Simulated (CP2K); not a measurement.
The O K edge of 3-acetylpyridine was computed by TDDFT (CP2K XAS_TDP, aug-cc-pVDZ, TDA) at these levels: PBEh(45%), PBEh(45%) + GW2X and PBEh(60%). The first three lines of O3 (bonded to C) with a strength over 0.0015, energy in eV and strength:

```tsv
run	first	second	third
1	531.86 (0.047)	538.86 (0.003)	539.18 (0.002)
2	530.79 (0.041)	536.24 (0.003)	538.92 (0.002)
3	526.15 (0.041)	531.61 (0.003)	534.29 (0.002)
```

Q: Which run is which?

Run 1: PBEh(60%) (60 % exact exchange). Run 2: PBEh(45%) + GW2X (45 % exact exchange). Run 3: PBEh(45%) (45 % exact exchange). Self-interaction lifts the core level, so the uncorrected lines rise with the share of exact exchange. The GW2X run keeps the spacings of its parent: 5.45 eV between the first two lines in run 2, 5.46 eV in run 3. Its shift is +4.64 eV, since the Kohn–Sham level at this share of exchange lies that far above the quasiparticle level.

[Banner, clock and machine lines of the logs are left out without a mark of their own.]

[Logs are printed without paths, hosts, clocks, repeated set-up lines and the standing remarks that a program may print on its own settings, such as how far it seeks lower states.]

[Hosts, paths, dates, database ids (printed as entryN), source tags and the programs' standing remarks are cut or masked in the printed files.]
